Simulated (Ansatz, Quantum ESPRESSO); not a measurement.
# In chain with one atom pushed 1.0 Å aside at constant bond length: ballistic transmission, part 2 of 4

How well does the junction conduct in the ballistic limit? It is: In chain with one atom pushed 1.0 Å aside at constant bond length.

Quantum ESPRESSO 7.5; plane-wave DFT, PBE, GBRV ultrasoft pseudopotentials; cross-check by Ansatz 0.2.0 with PAW datasets.

So far. Step 2 (Ground state): The run needed 16 iterations to bring the estimated error under 1e-07 Ry; the largest force on any atom, held or free, is 0.16 eV/Å.

## 3. Transmission with pwcond.x

Level of this step: transmission by pwcond, lead and junction from one cell; plane-wave DFT, PBE, GBRV ultrasoft pseudopotentials (Quantum ESPRESSO).

prefixt takes both regions from one run: the lead from 0 to bdl, the scattering region from bdl to bds (units of alat). ikind = 1 puts the same lead on both sides. The program's T_tot counts both spins in a run without spin; the tables below give T per spin.

Contents of cond.in:

```
&inputcond
  outdir = './out'
  prefixt = 'scf'
  tran_file = 'cond.dat'
  bdl = 0.7866666667
  bds = 4.2800900840
  ikind = 1
  ewind = 4.0
  epsproj = 1e-05
  nz1 = 7
  energy0 = 2.0
  denergy = -0.1
/
1
  0.00000000 0.00000000 1.00000000
41
```

Run with:

```bash
> OMP_NUM_THREADS=1 mpirun -n 4 pwcond.x -in cond.in > cond.out
```

The log of the run:

```text
[banner, memory and clock lines left out]
Program PWCOND v.7.5 starts

          URL

     ./out/scf.save/

     IMPORTANT: XC functional enforced from input :
     Exchange-correlation= PBE
                           (   1   4   3   4   0   0   0)
     Any further DFT definition will be discarded
     Please, verify this is what you really want

     Check: negative core charge=   -0.000001

     negative rho (up, down):  5.539E-03 0.000E+00
     Reading collected, re-writing distributed wavefunctions

===== INPUT FILE containing all the regions =====

     GEOMETRY:

     lattice parameter (alat)  =      14.1729  a.u.
     the volume                =   12185.2179 (a.u.)^3
     the cross section         =     200.8724 (a.u.)^2
     l of the unit cell        =       4.2801 (alat)
     number of atoms/cell      =           11
     number of atomic types    =            1

     crystal axes: (cart. coord. in units of alat)
               a(1) = (  1.0000  0.0000  0.0000 )
               a(2) = (  0.0000  1.0000  0.0000 )
               a(3) = (  0.0000  0.0000  4.2801 )

   Cartesian axes

     site n.     atom                  positions (alat units)
          1        In     tau(  1)=(  0.5000  0.5000  4.2801  )
          2        In     tau(  2)=(  0.5000  0.5000  0.3933  )
          3        In     tau(  3)=(  0.5000  0.5000  0.7867  )
          4        In     tau(  4)=(  0.5000  0.5000  1.1800  )
          5        In     tau(  5)=(  0.5000  0.5000  1.5733  )
          6        In     tau(  6)=(  0.6333  0.5000  1.9434  )
          7        In     tau(  7)=(  0.5000  0.5000  2.3134  )
          8        In     tau(  8)=(  0.5000  0.5000  2.7068  )
          9        In     tau(  9)=(  0.5000  0.5000  3.1001  )
         10        In     tau( 10)=(  0.5000  0.5000  3.4934  )
         11        In     tau( 11)=(  0.5000  0.5000  3.8868  )

     nr1s                      =           54
     nr2s                      =           54
     nr3s                      =          225
     nr1sx                     =           54
     nr2sx                     =           54
     nr3sx                     =          225
     nr1                       =           60
     nr2                       =           60
     nr3                       =          256
     nr1x                      =           60
     nr2x                      =           60
     nr3x                      =          256

 _______________________________
  Radii of nonlocal spheres:

     type       ibeta     ang. mom.          radius (alat units)
       In         1         0                    0.1706
       In         2         0                    0.1706
       In         3         1                    0.1706
       In         4         1                    0.1706
       In         5         2                    0.1706
       In         6         2                    0.1706
----- General information -----

--- T calc. with identical leads (ikind=1) ---

     nrx                       =           54
     nry                       =           54
     nz1                       =            7

     energy0               =         2.0E+00
     denergy               =        -1.0E-01
     nenergy               =         41
     ecut2d                =         3.4E+01
     ewind                 =         4.0E+00
     epsproj               =         1.0E-05

     number of k_|| points=    1
                       cryst. coord.
        k(    1) = (   0.0000000   0.0000000), wk =   1.0000000
----- Information about left/right lead -----

     nocros                   =           18
     noins                    =           18
     norb                     =           54
     norbf                    =          180
     nrz                      =           41

      iorb      type   ibeta   ang. mom.   m       position (alat)
        1        1       1        0        1   taunew(   1)=(  0.5000  0.5000  0.0000)
        2        1       2        0        1   taunew(   2)=(  0.5000  0.5000  0.0000)
        3        1       3        1        1   taunew(   3)=(  0.5000  0.5000  0.0000)
        4        1       3        1        2   taunew(   4)=(  0.5000  0.5000  0.0000)
        5        1       3        1        3   taunew(   5)=(  0.5000  0.5000  0.0000)
        6        1       4        1        1   taunew(   6)=(  0.5000  0.5000  0.0000)
        7        1       4        1        2   taunew(   7)=(  0.5000  0.5000  0.0000)
        8        1       4        1        3   taunew(   8)=(  0.5000  0.5000  0.0000)
        9        1       5        2        1   taunew(   9)=(  0.5000  0.5000  0.0000)
       10        1       5        2        2   taunew(  10)=(  0.5000  0.5000  0.0000)
       11        1       5        2        3   taunew(  11)=(  0.5000  0.5000  0.0000)
       12        1       5        2        4   taunew(  12)=(  0.5000  0.5000  0.0000)
       13        1       5        2        5   taunew(  13)=(  0.5000  0.5000  0.0000)
       14        1       6        2        1   taunew(  14)=(  0.5000  0.5000  0.0000)
       15        1       6        2        2   taunew(  15)=(  0.5000  0.5000  0.0000)
       16        1       6        2        3   taunew(  16)=(  0.5000  0.5000  0.0000)
       17        1       6        2        4   taunew(  17)=(  0.5000  0.5000  0.0000)
       18        1       6        2        5   taunew(  18)=(  0.5000  0.5000  0.0000)
       19        1       1        0        1   taunew(  19)=(  0.5000  0.5000  0.3933)
       20        1       2        0        1   taunew(  20)=(  0.5000  0.5000  0.3933)
       21        1       3        1        1   taunew(  21)=(  0.5000  0.5000  0.3933)
       22        1       3        1        2   taunew(  22)=(  0.5000  0.5000  0.3933)
       23        1       3        1        3   taunew(  23)=(  0.5000  0.5000  0.3933)
       24        1       4        1        1   taunew(  24)=(  0.5000  0.5000  0.3933)
       25        1       4        1        2   taunew(  25)=(  0.5000  0.5000  0.3933)
       26        1       4        1        3   taunew(  26)=(  0.5000  0.5000  0.3933)
       27        1       5        2        1   taunew(  27)=(  0.5000  0.5000  0.3933)
       28        1       5        2        2   taunew(  28)=(  0.5000  0.5000  0.3933)
       29        1       5        2        3   taunew(  29)=(  0.5000  0.5000  0.3933)
       30        1       5        2        4   taunew(  30)=(  0.5000  0.5000  0.3933)
       31        1       5        2        5   taunew(  31)=(  0.5000  0.5000  0.3933)
       32        1       6        2        1   taunew(  32)=(  0.5000  0.5000  0.3933)
       33        1       6        2        2   taunew(  33)=(  0.5000  0.5000  0.3933)
[...]
159        1       6        2        2   taunew( 159)=(  0.5000  0.5000  3.1001)
      160        1       6        2        3   taunew( 160)=(  0.5000  0.5000  3.1001)
      161        1       6        2        4   taunew( 161)=(  0.5000  0.5000  3.1001)
      162        1       6        2        5   taunew( 162)=(  0.5000  0.5000  3.1001)
      163        1       1        0        1   taunew( 163)=(  0.5000  0.5000  3.4934)
      164        1       2        0        1   taunew( 164)=(  0.5000  0.5000  3.4934)
      165        1       3        1        1   taunew( 165)=(  0.5000  0.5000  3.4934)
      166        1       3        1        2   taunew( 166)=(  0.5000  0.5000  3.4934)
      167        1       3        1        3   taunew( 167)=(  0.5000  0.5000  3.4934)
      168        1       4        1        1   taunew( 168)=(  0.5000  0.5000  3.4934)
      169        1       4        1        2   taunew( 169)=(  0.5000  0.5000  3.4934)
      170        1       4        1        3   taunew( 170)=(  0.5000  0.5000  3.4934)
      171        1       5        2        1   taunew( 171)=(  0.5000  0.5000  3.4934)
      172        1       5        2        2   taunew( 172)=(  0.5000  0.5000  3.4934)
      173        1       5        2        3   taunew( 173)=(  0.5000  0.5000  3.4934)
      174        1       5        2        4   taunew( 174)=(  0.5000  0.5000  3.4934)
      175        1       5        2        5   taunew( 175)=(  0.5000  0.5000  3.4934)
      176        1       6        2        1   taunew( 176)=(  0.5000  0.5000  3.4934)
      177        1       6        2        2   taunew( 177)=(  0.5000  0.5000  3.4934)
      178        1       6        2        3   taunew( 178)=(  0.5000  0.5000  3.4934)
      179        1       6        2        4   taunew( 179)=(  0.5000  0.5000  3.4934)
      180        1       6        2        5   taunew( 180)=(  0.5000  0.5000  3.4934)
 ngper, shell number =          545          70
 ngper, n2d =          545         234
---  E-Ef =    2.0000000  k =    0.0000000   0.0000000
---  ie =          1  ik =          1
 Nchannels of the left tip =            3
 Right moving states:
   k1(2pi/a)   k2(2pi/a)   E-Ef (eV)
  -0.3120032   0.0000009   2.0000000
  -0.3123835   0.0000007   2.0000000
   0.3175253  -0.0000061   2.0000000
 Left moving states:
   k1(2pi/a)   k2(2pi/a)   E-Ef (eV)
   0.3120032   0.0000009   2.0000000
   0.3123835   0.0000007   2.0000000
  -0.3175253  -0.0000061   2.0000000

 to transmit
 Band j to band i transmissions and reflections:
    j         i     |T_ij|^2    |R_ij|^2

    1 -->     1     0.99986     0.00014
    1 -->     2     0.00000     0.00000
    1 -->     3     0.00000     0.00000
   Total T_j, R_j =    0.99986  0.00014

    2 -->     1     0.00000     0.00000
    2 -->     2     0.18183     0.52745
    2 -->     3     0.17887     0.11186
   Total T_j, R_j =    0.36069  0.63931

    3 -->     1     0.00000     0.00000
    3 -->     2     0.17661     0.11186
    3 -->     3     0.67363     0.03790
   Total T_j, R_j =    0.85024  0.14976

E-Ef(ev), T(x2 spins) =    2.0000000   4.4215710
---  E-Ef =    1.9000000  k =    0.0000000   0.0000000
---  ie =          2  ik =          1
 Nchannels of the left tip =            3
 Right moving states:
   k1(2pi/a)   k2(2pi/a)   E-Ef (eV)
   0.3096890  -0.0000061   1.9000000
  -0.3298455   0.0000009   1.9000000
  -0.3302271   0.0000006   1.9000000
 Left moving states:
   k1(2pi/a)   k2(2pi/a)   E-Ef (eV)
  -0.3096890  -0.0000061   1.9000000
   0.3298455   0.0000009   1.9000000
   0.3302271   0.0000006   1.9000000

 to transmit
 Band j to band i transmissions and reflections:
    j         i     |T_ij|^2    |R_ij|^2

    1 -->     1     0.60252     0.04556
    1 -->     2     0.00000     0.00000
    1 -->     3     0.28858     0.06334
   Total T_j, R_j =    0.89110  0.10890

    2 -->     1     0.00000     0.00000
    2 -->     2     0.99987     0.00013
    2 -->     3     0.00000     0.00000
   Total T_j, R_j =    0.99987  0.00013

    3 -->     1     0.28839     0.06334
    3 -->     2     0.00000     0.00000
    3 -->     3     0.29066     0.35760
   Total T_j, R_j =    0.57906  0.42094

E-Ef(ev), T(x2 spins) =    1.9000000   4.9400651
---  E-Ef =    1.8000000  k =    0.0000000   0.0000000
---  ie =          3  ik =          1
 Nchannels of the left tip =            3
 Right moving states:
   k1(2pi/a)   k2(2pi/a)   E-Ef (eV)
   0.3018127  -0.0000062   1.8000000
  -0.3479121   0.0000009   1.8000000
  -0.3482962   0.0000006   1.8000000
 Left moving states:
   k1(2pi/a)   k2(2pi/a)   E-Ef (eV)
  -0.3018127  -0.0000062   1.8000000
   0.3479121   0.0000009   1.8000000
   0.3482962   0.0000006   1.8000000

 to transmit
 Band j to band i transmissions and reflections:
    j         i     |T_ij|^2    |R_ij|^2

    1 -->     1     0.53110     0.04853
    1 -->     2     0.00000     0.00000
    1 -->     3     0.38684     0.03353
   Total T_j, R_j =    0.91793  0.08207

    2 -->     1     0.00000     0.00000
    2 -->     2     0.99990     0.00010
    2 -->     3     0.00000     0.00000
   Total T_j, R_j =    0.99990  0.00010

    3 -->     1     0.38759     0.03353
    3 -->     2     0.00000     0.00000
    3 -->     3     0.34635     0.23253
   Total T_j, R_j =    0.73394  0.26606

E-Ef(ev), T(x2 spins) =    1.8000000   5.3035479
[... further energies and points left out ...]
---  E-Ef =   -1.8000000  k =    0.0000000   0.0000000
---  ie =         39  ik =          1
 Nchannels of the left tip =            0
 Right moving states:
   k1(2pi/a)   k2(2pi/a)   E-Ef (eV)
 Left moving states:
   k1(2pi/a)   k2(2pi/a)   E-Ef (eV)

 to transmit
          E-Ef(ev), T =   -1.8000000   0.0000000
---  E-Ef =   -1.9000000  k =    0.0000000   0.0000000
---  ie =         40  ik =          1
 Nchannels of the left tip =            0
 Right moving states:
   k1(2pi/a)   k2(2pi/a)   E-Ef (eV)
 Left moving states:
   k1(2pi/a)   k2(2pi/a)   E-Ef (eV)

 to transmit
          E-Ef(ev), T =   -1.9000000   0.0000000
---  E-Ef =   -2.0000000  k =    0.0000000   0.0000000
---  ie =         41  ik =          1
 Nchannels of the left tip =            0
 Right moving states:
   k1(2pi/a)   k2(2pi/a)   E-Ef (eV)
 Left moving states:
   k1(2pi/a)   k2(2pi/a)   E-Ef (eV)

 to transmit
          E-Ef(ev), T =   -2.0000000   0.0000000
   T_tot     2.00000      0.44216E+01
   T_tot     1.90000      0.49401E+01
   T_tot     1.80000      0.53035E+01
   T_tot     1.70000      0.55292E+01
   T_tot     1.60000      0.56637E+01
   T_tot     1.50000      0.57407E+01
   T_tot     1.40000      0.57808E+01
   T_tot     1.30000      0.57962E+01
   T_tot     1.20000      0.57942E+01
   T_tot     1.10000      0.57794E+01
   T_tot     1.00000      0.57434E+01
   T_tot     0.90000      0.57158E+01
   T_tot     0.80000      0.56722E+01
   T_tot     0.70000      0.56189E+01
   T_tot     0.60000      0.55558E+01
   T_tot     0.50000      0.54824E+01
   T_tot     0.40000      0.53994E+01
   T_tot     0.30000      0.53119E+01
   T_tot     0.20000      0.52309E+01
   T_tot     0.10000      0.51573E+01
   T_tot    -0.00000      0.50216E+01
   T_tot    -0.10000      0.46001E+01
   T_tot    -0.20000      0.79159E+00
   T_tot    -0.30000      0.11945E+01
   T_tot    -0.40000      0.14170E+01
   T_tot    -0.50000      0.15546E+01
   T_tot    -0.60000      0.16452E+01
   T_tot    -0.70000      0.17076E+01
   T_tot    -0.80000      0.17520E+01
   T_tot    -0.90000      0.17837E+01
   T_tot    -1.00000      0.18049E+01
   T_tot    -1.10000      0.18121E+01
   T_tot    -1.20000      0.17754E+01
   T_tot    -1.30000      0.00000E+00
   T_tot    -1.40000      0.00000E+00
   T_tot    -1.50000      0.00000E+00
   T_tot    -1.60000      0.00000E+00
   T_tot    -1.70000      0.00000E+00
   T_tot    -1.80000      0.00000E+00
   T_tot    -1.90000      0.00000E+00
   T_tot    -2.00000      0.00000E+00

Note: The following floating-point exceptions are signalling: IEEE_UNDERFLOW_FLAG
Note: The following floating-point exceptions are signalling: IEEE_UNDERFLOW_FLAG
Note: The following floating-point exceptions are signalling: IEEE_UNDERFLOW_FLAG
Note: The following floating-point exceptions are signalling: IEEE_UNDERFLOW_FLAG
```

Wall time 7.1 min (4 MPI ranks of Arm Neoverse V2, shared host); peak memory 0.67 GiB; 29 min of CPU time.

Numbers from this step:

```
lead channels at the Fermi level, one spin : 3
transmission at the Fermi level, one spin  : 2.511
conductance                                : 2.511 G₀
```

Per spin. Table of open channels by energy, zero at the Fermi level:

```
energy (eV)  open channels
      -2.00              0
      -1.80              0
      -1.60              0
      -1.40              0
      -1.20              1
      -1.00              1
      -0.90              1
      -0.70              1
      -0.50              1
      -0.30              1
      -0.10              3
       0.00              3
       0.10              3
       0.30              3
       0.50              3
       0.70              3
       0.90              3
       1.00              3
       1.20              3
       1.40              3
       1.60              3
       1.80              3
       2.00              3
```

Per spin. Transmission against energy, zero at the Fermi level:

```
energy (eV)  transmission
      -2.00             0
      -1.80             0
      -1.60             0
      -1.40             0
      -1.20         0.888
      -1.10         0.906
      -1.00         0.902
      -0.90         0.892
      -0.70         0.854
      -0.50         0.777
      -0.30         0.597
      -0.10          2.30
       0.00          2.51
       0.10          2.58
       0.30          2.66
       0.50          2.74
       0.70          2.81
       0.90          2.86
       1.00          2.87
       1.20          2.90
       1.30          2.90
       1.40          2.89
       1.60          2.83
       1.80          2.65
       2.00          2.21
```

The program's own clock; routines nest. Time by routine:

```
     routine  wall time (s)  calls
      PWCOND          427.4      1
scatter_forw          345.1     82
      compbs          62.87     41
    compbs_2          52.08     41
       local          12.41      1
        init           0.81      1
       poten           0.09      1
```

At no point does T exceed the number of channels.

[end of part 2 of 4]

[Logs are printed without paths, hosts, clocks, repeated set-up lines and the standing remarks that a program may print on its own settings, such as how far it seeks lower states.]

[Hosts, paths, dates, database ids (printed as entryN), source tags and the programs' standing remarks are cut or masked in the printed files.]

[Maps of the electrostatic potential energy from Ansatz leave out the sawtooth potential of an applied field or a dipole correction, so their vacuum need not be flat; planar profiles and work functions include it.]
